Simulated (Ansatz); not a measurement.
# CaO (Lime, Fm-3m): lattice thermal conductivity, part 2 of 2

How well does the lattice of CaO (Lime) conduct heat?

Measurements to reproduce:
- thermal conductivity 27 W/m/K near room temperature (given in “Combining the AFLOW GIBBS and Elastic Libraries to efficiently and robustly screen thermo-mechanical properties of solids”, 2017, arXiv:1611.05714)
- thermal conductivity 27 W/m/K near room temperature (given in “Predicting the lattice thermal conductivity of solids by solving the Boltzmann transport equation: AFLOW - AAPL an automated, accurate and efficient framework”, 2017, arXiv:1611.05481)

Ansatz 0.2.0; DFT LDA, scalar-relativistic, plane waves, PAW.

So far. Step 2 (A first coarse run): The start is under -7.4 GPa at this level and looks like an insulator or semiconductor on this mesh. Step 4 (Tight relaxation): The residual pressure is 0.0011 GPa, small enough for phonons. The relaxed cell has a = 4.708 Å (conventional setting).

## Step 6: Third-order constants and the Boltzmann equation

The supercell must be wider than twice the pair cutoff, and the number of displaced cells grows with the pairs inside it, which is where the cost lies.

input.yaml reads:

```yaml
crystal:
  lattice:
    - [0.0, 2.353900715, 2.353900715]
    - [2.353900715, 0.0, 2.353900715]
    - [2.353900715, 2.353900715, 0.0]
  atoms:
    - { symbol: Ca, position: [0.0, 0.0, 0.0] }
    - { symbol: O, position: [0.5, 0.5, 0.5] }
kpoints:
  mp_grid: { grid: [8, 8, 8] }
hamiltonian:
  xc: lda
scf:
  occupations: { method: fixed }
output:
  eigenvalues: true
phonons:
  method: fd
  dielectric: true
  supercell: [4, 4, 4]
  temperatures: { t_max: 1000, t_step: 50 }
  qpath:
    path:
      - [[0.0, 0.0, 0.0], [0.5, 0.0, 0.5], [0.5, 0.25, 0.75], [0.375, 0.375, 0.75], [0.0, 0.0, 0.0], [0.5, 0.5, 0.5], [0.625, 0.25, 0.625], [0.5, 0.25, 0.75], [0.5, 0.5, 0.5], [0.375, 0.375, 0.75]]
      - [[0.625, 0.25, 0.625], [0.5, 0.0, 0.5]]
    npoints: 10
  third_order: { supercell: [4, 4, 4], pair_cutoff: 4.858 }
  lattice_thermal_conductivity:
    qmesh: [23, 23, 23]
    temperatures: [100.0, 150.0, 200.0, 300.0, 400.0, 500.0, 600.0, 800.0]
    isotope_mass_variance:
      - { species: Ca, variance: 0.0002976 }
      - { species: O, variance: 3.359e-05 }
    solution: relaxation_time
```

Launch:

```console
ansatz run input.yaml --threads 18 --pin off --max-ram 92160MiB --backend cuda --events-out ev --progress --plain --runs-dir out
```

Numbers of over 12 decimals in the logs are rounded to 6 here.

Log:

```text
Warning: phonons.dielectric: true without phonons.rigid_motions: the static dielectric tensor ε⁰ will be withheld (ε∞, Z* and the rows of modes are given); for a crystal or a slab, whose only rigid motions are the translations, set phonons.rigid_motions: translations
Warning: phonons.third_order: as it is cut ahead of every solve, the batch solves 135 displaced supercells where 85 would do. It runs under 96 of the 3072 operations that the crystal's space group holds on the batch's supercell: the batch's rule counts something of the run as laid on the whole of a grid (at basis.xc_grid: 1 a core's charge, or its kinetic-energy density under a functional that reads it; or a nonlocal correlation kernel at every level), which only an operation that permutes or reverses the grid's axes can carry. The force constants lose no accuracy. For the smaller batch, where no nonlocal correlation is read, try basis.xc_grid above 1; [rest of the remark cut]
[...]
Crystal: 128 atoms, lattice volume = 1669.454 Å³
Basis set: ecut = 420 eV, 32647 PW (Γ)
Bands: 640, of which v1, the nominal top of the filled ones, is band 512 counted from 1 (511 counted from 0)
Symmetry: 3072 space group operations
k-points: 3 of 8
[...]
SCF iter   1: F=—  HF=-149224.945564 eV  |F-HF|=—  |Δ(HF+E_count)|=         —  Δρ=2.16e-8  dr2=5.58e-12  ethr=1.00e-12  ⟨swp⟩=3.0  Hψ=4685  notcnv=0  defer=11
[...]
SCF iter   2: F=-149224.945564 eV  HF=-149224.945564 eV  |F-HF|=1.16e-10  |Δ(HF+E_count)|=  8.73e-11  Δρ=1.10e-8  dr2=9.72e-13  ethr=1.00e-12  ⟨swp⟩=6.3  Hψ=3955  notcnv=0
SCF 1 converged in 2 iterations: F = -149224.945564 eV  dr2 = 9.72e-13
[...]
Crystal: 2 atoms, lattice volume = 26.085 Å³
[...]
SCF 2 converged in 3 iterations: F = -2331.639775 eV  dr2 = 7.04e-12
[...]
--- Phonons: 2 displaced members + reference (amplitude 0.0025 Å, Σ member SCF iterations 16) ---
  symmetry images taken by strict's conditions (phonons.symmetry_images: auto; settled by a core's charge or kinetic-energy density on sites where symmetry forbids the force that would show it, while other sites can bear one)
  ASR residual: 1.343e-4 → 0.000e0 eV/Å²; symmetrization residual: 1.687e-5 eV/Å²
  largest component of a force at the reference: 2.3e-23 eV/Å
  ASR residual per site (eV/Å²): 1.34e-4 1.34e-4
  Γ frequencies (cm⁻¹): 0.00 0.00 0.00 290.43 290.43 290.43
  Unit cell's response to a homogeneous field, on a k mesh of 8×8×8: 1 representative field direction (Σ response iterations 7)
  ε∞ (high-frequency dielectric tensor):
        3.879357    -0.000000     0.000000
        0.000000     3.879357    -0.000000
       -0.000000    -0.000000     3.879357
  ε⁰ (static dielectric tensor): not given — the deck does not say what the cell's rigid motions are, and on a molecule in a box or a wire the rigid rotations would enter the sum over the modes at Γ. For a crystal or a slab, whose only rigid motions are the translations, set phonons.rigid_motions: translations.
  Born effective charges Z* (e; rows j = field, columns β = displacement):
    site 0:
         2.37481    0.00000    0.00000
         0.00000    2.37481   -0.00000
         0.00000   -0.00000    2.37481
    site 1:
        -2.37481   -0.00000   -0.00000
        -0.00000   -2.37481    0.00000
         0.00000    0.00000   -2.37481
  Z* charge neutrality: 1.057e-5 e pre-enforcement
  k-mesh period / interband length: 26.6 Å / 1.34 Å = 19.87 at k = (0.0000, 0.0000, 0.0000), direct gap 5.089 eV — 14 or more, which is no proof of convergence
  optical modes at Γ without the LO–TO term, one row a degenerate level:
      ω (cm⁻¹)  modes    IR ((D/Å)²/amu)
        290.43      3            34.1371
  optical modes at Γ + LO–TO along q̂ = [1.0000, 0.0000, 0.0000]:
      ω (cm⁻¹)  modes    IR ((D/Å)²/amu)
        290.43      2            22.7581
        569.37      1            11.3790
  optical modes at Γ + LO–TO along q̂ = [0.0000, 1.0000, 0.0000]:
      ω (cm⁻¹)  modes    IR ((D/Å)²/amu)
        290.43      2            22.7581
        569.37      1            11.3790
  optical modes at Γ + LO–TO along q̂ = [0.0000, 0.0000, 1.0000]:
      ω (cm⁻¹)  modes    IR ((D/Å)²/amu)
        290.43      2            22.7581
        569.37      1            11.3790
  density of states and harmonic sums: on the 24×24×24 q-mesh, interpolated from the force constants of a 4×4×4 supercell (with the dipole–dipole term)
  largest difference from the sums on the solved wave vectors: F 8.83e-3 eV, S 1.29e-5 and C_V 3.97e-6 eV/K
  zero-point energy: 0.111861 eV/cell   skipped modes (ω ≤ 0): 3   left out of the sums: 3.62e-5 of the cell's modes: C_V's classical limit lies that fraction below 3 k_B per atom; for a crystal, a wire or a layer, F and S can be off by more, and a phonons.interpolated_qmesh denser along its periods is the remedy for the sampling
--- Third-order force constants: 135 member SCFs in a 4×4×4 supercell (pair cutoff 4.858 Å, amplitude 0.03 Å, SCF threshold 1.00e-9 eV, Σ member SCF iterations 1080) ---
[...]
1046 force-constant blocks with the first atom in the home cell, fitted with 116 parameters over 22 symmetry orbits; no atom triplet left out
  sum-rule residual: 2.104e-1 → 4.541e-15 eV/Å³; symmetrization residual: 1.469e-2 eV/Å³; largest sum-rule correction relative to its orbit: 1.441e-1, on the orbit of the block of home site 0 with site 1 of cell (-2, 0, 0) and site 0 of cell (0, 0, 0), whose norm before the correction was 7.669e-1 eV/Å³
--- Lattice thermal conductivity: 23×23×23 mesh (364 irreducible points), tetrahedron method ---
  three-phonon and isotope scattering only; four-phonon, boundary and, in a metal, phonon-electron scattering are left out
  each conductivity is what the modes' populations carry and what the coherences between them add
  conductivity (a third of the tensor's trace), W/(m K), in the relaxation-time approximation:
       T (K)   relaxation time
      100.00          123.9777
      150.00           67.3057
      200.00           47.8493
      300.00           31.1827
      400.00           23.3851
      500.00           18.7837
      600.00           15.7307
      800.00           11.9199
```

Elapsed: 2.5 min, on 1 × NVIDIA GB200 with 18 threads of Arm Neoverse V2, shared host; peak memory 4.2 GiB.

This step gave:

- Γ frequencies: 0, 0, 0, 290.4, 290.4, 290.4 cm⁻¹ (negative: imaginary)
- lowest frequency on the path: 0 cm⁻¹
- zero-point energy: 0.1119 eV/cell
- point group: m-3m
- highest frequency: 569.4 cm⁻¹
- Debye temperature from the second moment: 587 K
- κ at 300 K (relaxation time): 31.18 W/m/K
- dipole term: run
- mean free path at half of κ: 30 nm
- share of κ above the three lowest branches: 0.078
- third-order blocks: 1046
- periodic aliases dropped: 0
- largest relative sum-rule correction: 0.1441
- displaced cells, third order: 135

LO-TO term included. Phonon branches along the path, in cm⁻¹:

```csv
point,branch 1,branch 2,branch 3,branch 4,branch 5,branch 6
Γ,0,0,0,290,290,569
halfway,147,147,248,307,307,498
X,205,205,311,314,314,393
halfway,230,231,303,327,345,382
W,251,276,276,353,353,372
halfway,227,277,289,330,366,382
K,211,281,293,318,371,387
halfway,159,176,262,314,319,518
Γ,0,0,0,290,290,569
halfway,137,137,238,309,309,545
L,189,189,324,324,384,486
halfway,199,229,323,337,354,456
U,211,281,293,318,371,387
halfway,227,277,289,330,366,382
W,251,276,276,353,353,372
halfway,206,236,326,336,346,446
L,189,189,324,324,384,486
halfway,199,229,323,337,354,456
K,211,281,293,318,371,387
jump to U,211,281,293,318,371,387
halfway,208,231,307,315,338,387
X,205,205,311,314,314,393
```

The phonon branches as a text plot (rows in cm⁻¹):

```
    558 |**                    *******
    534 |  **                 *       *
    510 |                    *         **
    486 |    *              *            ***           ***
    463 |     *            *                *         *   **
    439 |      *                             *       *      *
    415 |                 *                   *     *
    391 |       ****   ***                *    **  *    *    * **
    368 |           *******              * *  *****   ** **  **
    344 |          ****    *            *   **   *****    ***  *
    320 |     *******  ********       ***********   *************
    297 |***** *   **  **** * ********         *** *         ***
    273 |     *      ******  *                ******         *
    249 |    *      ***               *      *   ** *       * *
    225 |          **  **  *  *             *   *  ***    **   *
    202 |   *   ***      ****        *    ******     *** ********
    178 |  *  **            ** *       ****             *
    154 |    *               **     *
    130 |   *                 * *     *
    107 | **                   *     *
     83 |                       *   *
     59 |**                      * *
     36 |*                       * *
     12 |                         *
         Γ       X    W  K        Γ      L     U  W     L   K|U X
```

Lattice thermal conductivity, RTA xx against temperature:

```csv
temperature (K),"lattice thermal conductivity, RTA xx (W/m/K)"
100,124
150,67.3
200,47.9
300,31.2
400,23.4
500,18.8
600,15.7
800,11.9
```

The modes has structure finer than the step of the table below, so its rows give means over 25 cm⁻¹, whole bins alone (the curve runs from -10 to 595 cm⁻¹). Peaks (cm⁻¹: height): Ca 199.4: 0.0261, 306.1: 0.0234; O 321.3: 0.0644.

Phonopy on the run's constants, 21x21x21 mesh, Gaussian sigma 4.3 cm⁻¹. Table of modes by wavenumber; means over each step; values in 1/cm⁻¹/cell:

```csv
wavenumber (cm⁻¹),Ca,O
25,7.5e-5,2.8e-5
50,3.2e-4,1.2e-4
75,7.2e-4,2.5e-4
100,0.00151,4.5e-4
125,0.00308,7.8e-4
150,0.00588,0.00113
175,0.0123,0.00142
200,0.0246,0.00171
225,0.0162,0.00115
250,0.00995,7.5e-4
275,0.00673,9.0e-4
300,0.0167,0.0133
325,0.0120,0.0478
350,0.00392,0.0137
375,0.00144,0.00308
400,2.5e-4,0.00536
425,3.3e-4,0.00577
450,5.3e-4,0.00617
475,8.1e-4,0.00634
500,9.9e-4,0.00448
525,9.4e-4,0.00304
550,7.0e-4,0.00193
575,1.1e-4,2.7e-4
```

Distinct triplets, nearest first. Third order norms, by row:

```csv
sites,side 1 (Å),side 2 (Å),side 3 (Å),norm of the 27 components (eV/Å³)
Ca-Ca-Ca,0,0,0,0
O-O-O,0,0,0,0
Ca-O-O,0,2.35,2.35,14.75
Ca-O-Ca,0,2.35,2.35,15.97
Ca-O-O,2.35,2.35,3.33,0.713
Ca-O-Ca,2.35,2.35,3.33,0.458
Ca-Ca-Ca,0,3.33,3.33,3.641
Ca-Ca-Ca,3.33,3.33,3.33,0.137
O-O-O,0,3.33,3.33,1.502
O-O-O,3.33,3.33,3.33,0.188
Ca-O-O,2.35,3.33,4.08,0.222
Ca-O-Ca,2.35,3.33,4.08,0.2
Ca-O-O,0,4.08,4.08,0.61
Ca-O-Ca,0,4.08,4.08,0.823
Ca-O-Ca,2.35,2.35,4.71,0.278
Ca-O-O,2.35,2.35,4.71,0.907
Ca-Ca-Ca,3.33,3.33,4.71,0.127
O-O-O,3.33,3.33,4.71,0.165
Ca-O-O,4.08,4.08,4.71,0.052
Ca-O-Ca,4.08,4.08,4.71,0.053
Ca-Ca-Ca,0,4.71,4.71,0.762
O-O-O,0,4.71,4.71,1.286
```

Born charge (rows field, columns displacement) (e), principal values of the symmetric part by kind of site:

```csv
atom,atoms with these values,low,middle,high,mean
Ca1,1,2.37,2.37,2.37,2.37
O2,1,-2.37,-2.37,-2.37,-2.37
```

In full for O2:

```
-2.37  0.00  0.00
 0.00 -2.37  0.00
 0.00  0.00 -2.37
```

RTA, 300 K. Kappa by branch, by row:

```csv
branch (by rank),mean frequency (THz),mean rms speed (km/s),median lifetime (ps),share of kappa
1,5.6,2.1,2.93,0.264
2,6.25,3.16,4.18,0.358
3,8.76,2.56,2.48,0.3
4,9.62,0.98,1.67,0.012
5,10.02,1.64,1.91,0.04
6,13.85,3.17,0.39,0.027
```

The spectral kappa at 300 K, relaxation time (W/m/K/THz) by frequency; read off at these points:

```csv
frequency (THz),"spectral kappa at 300 K, relaxation time (W/m/K/THz)"
0.25,0
1.25,5.58
1.75,3.25
2.25,3.99
2.75,2.32
3.25,2.09
4.25,2.15
5.25,3.29
5.75,3.82
6.75,4.71
7.75,3.10
8.25,2.35
9.25,1.74
9.75,1.36
10.75,0.838
11.75,0.360
12.25,0.316
13.25,0.224
14.25,0.102
14.75,0.0489
15.75,0.0142
16.25,0.0115
17.25,2.1e-5
```

Relaxation-time solution. The share of κ carried by shorter paths by mean free path:

```csv
mean free path (nm),100 K,300 K,800 K
0.316,0,0,0.003
0.464,0,0.001,0.007
0.681,0,0.002,0.015
1,0,0.003,0.028
1.47,0,0.007,0.051
2.15,0,0.015,0.095
3.16,0,0.028,0.165
4.64,0,0.052,0.241
6.81,0.002,0.1,0.355
10,0.004,0.169,0.49
14.7,0.009,0.25,0.629
21.5,0.014,0.369,0.717
31.6,0.026,0.513,0.739
46.4,0.065,0.631,0.762
68.1,0.123,0.692,0.797
100,0.206,0.71,0.818
147,0.288,0.731,0.818
215,0.352,0.771,0.842
316,0.408,0.796,0.857
464,0.442,0.805,0.869
681,0.474,0.834,0.935
1000,0.506,0.84,1
1470,0.571,0.878,1
2150,0.604,0.927,1
3160,0.647,1,1
4640,0.699,1,1
6810,0.718,1,1
10000,0.779,1,1
14700,0.878,1,1
21500,1,1,1
```

300 K; a sample spread over frequency. Mode lifetimes, by row, the first 40 of 90 rows:

```csv
q1,q2,q3,branch,frequency (THz),rms speed (km/s),three-phonon rate (1/ps),isotope rate (1/ps),lifetime (ps),mean free path (nm)
0,0,0.0435,1,0.823,5.1,0.0255,7.67e-7,39.3,200
0,0,0.1304,2,2.378,4.55,0.17,1.18e-4,5.89,26.8
0,0.087,-0.1304,2,3.207,4.52,0.0757,4.67e-4,13.1,59.4
0.0435,0.1304,-0.1304,1,3.709,3.7,0.622,0.00106,1.6,5.93
0.0435,0.2174,0.2609,2,4.099,3.5,0.0719,0.0017,13.6,47.6
0.087,0.1739,0.3043,2,4.419,4.08,0.167,0.00271,5.89,24
0.0435,0.2609,0.3043,1,4.641,3.05,0.146,0.00364,6.69,20.4
0,0.1739,-0.2174,1,4.892,2.56,0.614,0.00583,1.61,4.14
0,0.3043,0.3043,2,5.04,2.52,0.0657,0.00615,13.9,35
0.0435,0.2174,-0.2174,1,5.238,2.32,0.592,0.00969,1.66,3.86
0.087,0.1739,0.4348,1,5.36,2.18,0.471,0.0115,2.07,4.52
0.0435,0.1304,0.2174,3,5.481,6.54,0.329,0.011,2.94,19.2
0,0.087,-0.3913,1,5.581,1.23,0.568,0.0179,1.71,2.09
0,0.0435,-0.4348,2,5.683,1.26,0.498,0.0247,1.91,2.42
0.0435,0.2174,-0.3043,1,5.756,1.65,0.508,0.0261,1.87,3.08
0,0.3478,0.4348,1,5.85,1.51,0.0884,0.0232,8.96,13.6
0.0435,0.2174,-0.3478,1,5.926,1.29,0.479,0.0284,1.97,2.54
0.0435,0.3478,0.4783,1,5.99,1.91,0.126,0.0261,6.56,12.6
0,0.3913,0.4783,1,6.067,0.96,0.0813,0.0266,9.26,8.84
0.087,0.3913,0.4783,1,6.151,2.28,0.131,0.0305,6.18,14.1
0,0.1304,-0.3913,2,6.214,2.81,0.376,0.0356,2.43,6.83
0,0.1739,0.2174,3,6.288,5.77,0.332,0.0281,2.78,16
0.087,0.3478,0.4783,2,6.371,3.29,0.109,0.0269,7.38,24.3
0.0435,0.087,0.2609,3,6.46,6.62,0.158,0.0204,5.62,37.2
0.1304,0.3478,-0.3043,1,6.558,2,0.315,0.0249,2.94,5.87
0.1304,0.4348,-0.4348,1,6.73,2.13,0.162,0.0211,5.45,11.6
0.087,0.2609,-0.2609,2,6.858,3.47,0.176,0.0201,5.09,17.7
0,0.4348,-0.4348,2,6.979,3.71,0.0674,0.0183,11.7,43.3
0.1304,0.3043,-0.4348,2,7.201,2.63,0.255,0.0186,3.66,9.61
0,0.3043,-0.4783,2,7.411,3.2,0.236,0.0176,3.95,12.6
0.087,0.3043,-0.3913,2,7.58,2.78,0.323,0.0176,2.94,8.17
0,0.087,0.3043,3,7.829,6.04,0.13,0.0135,6.95,41.9
0.1304,0.3913,-0.2609,2,8.079,2.5,0.245,0.0166,3.83,9.57
0.087,0.2609,0.3913,3,8.329,3.26,0.233,0.00912,4.13,13.4
0,0.2174,-0.2174,3,8.624,3.69,0.205,0.0108,4.64,17.1
0,0.0435,0.087,4,8.784,0.54,0.835,0.00706,1.19,0.644
0.087,0.4348,-0.3478,3,8.874,1.38,0.518,0.032,1.82,2.52
0,0.1304,0.1304,4,8.967,0.64,0.804,0.0129,1.22,0.788
0.0435,0.1304,0.2174,4,9.025,0.77,0.744,0.0138,1.32,1.01
0,0.087,-0.3043,3,9.081,5.56,0.179,0.0544,4.29,23.8
```

Without the LO-TO term. Gamma linewidths, by row:

```csv
branch,frequency (cm⁻¹),three-phonon rate (1/ps),isotope rate (1/ps),FWHM (cm⁻¹)
4,290.4,0.837,0.00474,4.47
5,290.4,0.837,0.00474,4.47
6,290.4,0.837,0.00474,4.47
```

W/m/K, third of the trace; RTA populations with a boundary rate v/L added to each mode (Matthiessen's rule). Kappa by grain size, by row:

```csv
T (K),bulk,10 nm,30 nm,100 nm,300 nm,1000 nm,10000 nm,100000 nm
100,123.9,6.216,14.35,29.23,45.89,64.19,97.39,118.8
300,31.01,8.384,13.85,19.43,23.22,26.31,30,30.89
600,15.51,6.286,9.059,11.39,12.88,14.1,15.28,15.48
```

W/m/K, third of the trace; RTA populations with the isotope rates scaled. Kappa by mass disorder, by row:

```csv
T (K),no isotopes,as typed,variance x 3,variance x 10,variance x 30
100,148.2,123.9,106.7,85.41,63.71
300,32.98,31.01,28.29,23.37,18.23
600,15.99,15.51,14.71,12.91,10.49
```

At 300 K the relaxation-time value is 31.2 W/(m K).

## Step 7: What came out

| Item | Value |
| --- | --- |
| highest frequency | 569.4 cm⁻¹ |
| Debye temperature from the second moment | 587 K |
| κ at 300 K (relaxation time) | 31.18 W/m/K |
| mean free path at half of κ | 30 nm |
| share of κ above the three lowest branches | 0.078 |

The lattice of CaO (Lime) conducts 31.2 W/(m K) at 300 K by LDA (mean over directions, relaxation-time solution). Above 300 K the relaxation-time κ falls as T^-0.98, near the 1/T law of three-phonon scattering. Grains of 100 nm would keep 63 % of the bulk value at 300 K, and grains of 1 µm 85 %. Removing the natural isotope disorder raises κ at 300 K by 6 %. A measured thermal conductivity near room temperature is 27 W/m/K (arXiv:1611.05714); the calculated 31.2 W/m/K differs by +15 %. The relaxed cell is 6 % smaller in volume than the database cell, which stiffens most phonons and usually raises κ; no run here tested that. Four-phonon, defect and boundary scattering, which are left out, would lower the calculated value; thermal expansion is left out too. The last run computed the relaxation-time solution alone; it counts normal processes as resistive, so the full solution usually lies higher, most of all in good conductors. The sum rules changed one orbit of cubic constants by up to 14 %; by the manual a large change points to a short cutoff or, on a small and distant orbit, to noisy forces. The conductivities include the coherence part between close branches; the shares for grains, isotopes, branches and paths are of the relaxation-time populations alone. Cubic couplings among atoms farther apart than the pair cutoff are dropped, and neither the cutoff nor the q-mesh was shown to be converged here. The PAW files were made for PBE and are used here under another functional, for which the program regenerates the frozen cores. The cell of these runs is 6 % smaller in volume than the database cell; frequencies and all that rests on them shift with it.

[Logs are printed without paths, hosts, clocks, repeated set-up lines and the standing remarks that a program may print on its own settings, such as how far it seeks lower states.]

[Hosts, paths, dates, database ids (printed as entryN), source tags and the programs' standing remarks are cut or masked in the printed files.]

[A step with changed settings may run another functional than the one named; its input shows which.]
